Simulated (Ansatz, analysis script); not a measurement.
# MnS: E(q) by the generalised Bloch theorem, part 2 of 2

Aim: the energy of MnS as its moments wind into spirals of wavevector q.

Ansatz 0.2.0; LDA, PAW set soft_1 (files made for PBE).

So far. Step 6 (q = (0.167, 0.167, 0.333)): The energy of the cell lies 51.2 meV below that at q = 0, and the largest moment is 4.09 μB against 4.05 μB.

The database entry behind the starting cell differs from later determinations by our own check (an axis about 0.2 % short against later determinations), so it need not match the best structure at ambient conditions.

## Step 7: q = (0.333, 0.333, 0.667)

Level of this step: Ansatz DFT, spin spiral by the generalised Bloch theorem, no spin-orbit coupling; LDA, PAW set soft_1; PAW set soft_1 (Ansatz).

Input file input.yaml:

```yaml
crystal:
  lattice:
    - [0.0, 2.6045, 2.6045]
    - [2.6045, 0.0, 2.6045]
    - [2.6045, 2.6045, 0.0]
  atoms:
    - { symbol: Mn, position: [0.0, 0.0, 0.0], spin: 4.05, spin_axis: [1.0, 0.0, 0.0] }
    - { symbol: S, position: [0.5, 0.5, 0.5] }
kpoints:
  mp_grid: { grid: [12, 12, 12] }
hamiltonian:
  xc: lda
  pseudopotentials: { kind: paw, azcp: { folder: soft_1 }, xc_functional: pbe }
scf:
  occupations: { method: fermi_dirac, width: 0.05 }
  max_iter: 120
  convergence: { dr2_threshold: 1.0e-08 }
  lower_state_search: "off"
basis:
  ecutwfc: 420.0
magnetization:
  noncollinear: true
  spin_spiral: { q: [0.33333333, 0.33333333, 0.66666667] }
checkpoint:
  read: start
```

Command:

```
> ansatz run input.yaml --threads 1 --pin off --max-ram 2560MiB --backend cpu --events-out ev --progress --plain --runs-dir out
```

Numbers of over 12 decimals in the logs are rounded to 6 here.

Output:

```text
[...]
Crystal: 2 atoms, lattice volume = 35.335 Å³
Basis set: ecut = 420 eV, 701 PW (Γ)
Bands: 30, of which v1, the nominal top of the filled ones, is band 21 counted from 1 (20 counted from 0)
Symmetry: 2 space group operations
k-points: 476 of 1728
[...]
SCF iter   8: F=-4711.181305 eV  HF=-4711.181305 eV  |F-HF|=3.37e-10  |Δ(HF+E_count)|=  5.82e-10  Δρ=2.99e-6  dr2=2.84e-9  dr2_m=1.05e-10  ethr=4.76e-11  |M|=3.91e0 ∫|m|=4.42e0 μB  |m|>n=0.0e0 m-floor=0.0e0 τ_xc=3.7e-17  ⟨swp⟩=3.0  Hψ=36008  notcnv=0
SCF 1 converged in 8 iterations: F = -4711.181305 eV  dr2 = 2.84e-9
[...]
SCF converged after 8 iterations
Magnetization: |M| = 3.9086 μB,  M = (+3.9086, +0.0000, +0.0000) μB
Absolute magnetization: 4.4244 μB (∫|m|, with the PAW one-centre terms)
  site 0: m = (+4.1074, +0.0000, +0.0000) μB, |m| = 4.1074 μB  (R = 1.07 Å)
  site 1: m = (-0.0041, +0.0000, +0.0000) μB, |m| = 0.0041 μB  (R = 1.07 Å)
Free energy (F): -4711.181305 eV
[...]
Internal energy: -4711.178715 eV  (E = F + TS)
E sigma→0 (E₀):  -4711.180010 eV
Entropy (-TS):   -0.002589 eV (-1.295 meV/atom)
Fermi energy:    10.017579 eV
[...]
```

It took 2.2 min on 1 thread of Arm Neoverse V2, shared host; peak memory 1 GiB.

The energy of the cell lies 57.0 meV below that at q = 0, and the largest moment is 4.11 μB against 4.05 μB.

## Step 8: q = (0.667, 0.333, 0.667)

Changes to input.yaml since step 7:

```diff
@@ -22,3 +22,3 @@
   noncollinear: true
-  spin_spiral: { q: [0.33333333, 0.33333333, 0.66666667] }
+  spin_spiral: { q: [0.66666667, 0.33333333, 0.66666667] }
 checkpoint:
```

Output:

```text
[...]
Crystal: 2 atoms, lattice volume = 35.335 Å³
Basis set: ecut = 420 eV, 701 PW (Γ)
Bands: 30, of which v1, the nominal top of the filled ones, is band 21 counted from 1 (20 counted from 0)
Symmetry: 2 space group operations
k-points: 476 of 1728
[...]
SCF iter   8: F=-4711.181305 eV  HF=-4711.181305 eV  |F-HF|=4.59e-9  |Δ(HF+E_count)|=   1.44e-8  Δρ=5.58e-6  dr2=7.55e-9  dr2_m=2.19e-10  ethr=4.76e-11  |M|=3.81e0 ∫|m|=4.42e0 μB  |m|>n=0.0e0 m-floor=0.0e0 τ_xc=3.8e-17  ⟨swp⟩=1.5  Hψ=39162  notcnv=0
SCF 1 converged in 8 iterations: F = -4711.181305 eV  dr2 = 7.55e-9
[...]
SCF converged after 8 iterations
Magnetization: |M| = 3.8133 μB,  M = (+3.8133, -0.0000, +0.0000) μB
Absolute magnetization: 4.4245 μB (∫|m|, with the PAW one-centre terms)
  site 0: m = (+4.1074, -0.0000, +0.0000) μB, |m| = 4.1074 μB  (R = 1.07 Å)
  site 1: m = (+0.0041, -0.0000, +0.0000) μB, |m| = 0.0041 μB  (R = 1.07 Å)
Free energy (F): -4711.181305 eV
[...]
Internal energy: -4711.178716 eV  (E = F + TS)
E sigma→0 (E₀):  -4711.180010 eV
Entropy (-TS):   -0.002589 eV (-1.295 meV/atom)
Fermi energy:    10.017610 eV
[...]
```

Wall time 2.1 min (1 thread); peak memory 1.1 GiB.

The energy of the cell lies 57.0 meV below that at q = 0, and the largest moment is 4.11 μB against 4.05 μB.

6 more runs differ from these in the same keys alone and are tabled below.

## Step 9: E(q)

```
q (reciprocal lattice)  path length (1/Å)  E(q) − E(0) (meV a magnetic atom)  |m| Mn no. 1 (μB)
             (0, 0, 0)              0.000                               0.00               4.05
     (0.167, 0, 0.167)              0.402                             -27.28               4.08
     (0.333, 0, 0.333)              0.804                             -34.69               4.10
         (0.5, 0, 0.5)              1.206                             -11.64               4.09
 (0.667, 0.333, 0.667)              1.775                             -57.03               4.11
   (0.5, 0.333, 0.667)              2.123                             -57.83               4.11
 (0.333, 0.333, 0.667)              2.471                             -57.03               4.11
   (0.333, 0.333, 0.5)              2.819                             -81.54               4.10
 (0.167, 0.167, 0.333)              3.168                             -51.18               4.09
             (0, 0, 0)              3.736                               0.00               4.05
 (0.333, 0.333, 0.333)              4.433                             -77.74               4.09
       (0.5, 0.5, 0.5)              4.781                            -104.69               4.08
```

## Step 10: Exchange couplings from E(q)

For rigid moments E(q) is a sum of cosines over neighbour shells, so a fit gives the couplings, and from them an ordering temperature.

E = −Σ J e·e over ordered pairs (each pair twice, J > 0 for parallel moments) is fitted to 10 points (copies by symmetry counted).

The fitted shells:

```
 pair  distance (Å)  neighbours a magnetic atom  J (meV)
Mn-Mn         3.683                          12  -0.6831
Mn-Mn         5.209                           6   -8.042
Mn-Mn          6.38                          24  -0.1254
Mn-Mn         7.367                          12   0.0476
Mn-Mn         8.236                          24   0.1088
```

This step gave:

```
r.m.s. miss of the fit             : 0.5790 meV
ordering temperature, mean field   : 377.7 K
wavevector of the mean-field order : 0, 0, 0.5 reciprocal lattice
```

## Step 11: Summary of results

```yaml
lowest_point_of_the_path: q = (0.5, 0.5, 0.5), -105 meV a magnetic atom from q = 0
highest_point: 0 meV a magnetic atom
j_of_the_nearest_shell: -0.683 meV
mean_field_temperature: 378 K
```

What this shows: The state at q = (0.5, 0.5, 0.5) lies 105 meV a magnetic atom below the ferromagnetic start, so that start is not the lowest state; a flat spiral with q made of halves, on one magnetic atom a cell, is a collinear order of a doubled cell. The moments change by at most 2 % from their size at q = 0, so they are nearly rigid. The fit misses by 0.55 % of the energy range, so the shells describe the path well, though few points can't fix distant couplings. The temperatures are those of classical unit spins, and mean field runs high. The 11 spiral runs took 17 min of wall time, added up. Without a U, semilocal functionals delocalise the d or f electrons of such compounds, which shrinks moments, overestimates superexchange, narrows or closes the gap and can change the order. Energies are free energies at a smearing of 0.05 eV, and with partly filled levels differences shift, at times strongly, as the smearing goes to zero. In doubt: the program's search for lower states was switched off, so a lower magnetic state than those reached may exist.

Computed beside measured:

| quantity | measured | LDA, PAW set soft_1 (files made for PBE), mean field on the fit |
| --- | --- | --- |
| ordering temperature (K) | 150 | 378 (+151.8 %) |

Measured values from arxiv:1108.4537 (2011).

**Verdict.** The ordering temperature is off by +151.8 %: a clear miss. Mean-field temperatures run high for given couplings and spin length. No cell relaxation is part of this session.

[Logs and program files are shortened in this print: banners, set-up blocks, solver, clock and traceback lines can be left out without a mark of their own.]

[Logs are printed without paths, hosts, clocks, repeated set-up lines and the standing remarks that a program may print on its own settings, such as how far it seeks lower states.]

[Hosts, paths, dates, database ids (printed as entryN), source tags and the programs' standing remarks are cut or masked in the printed files.]
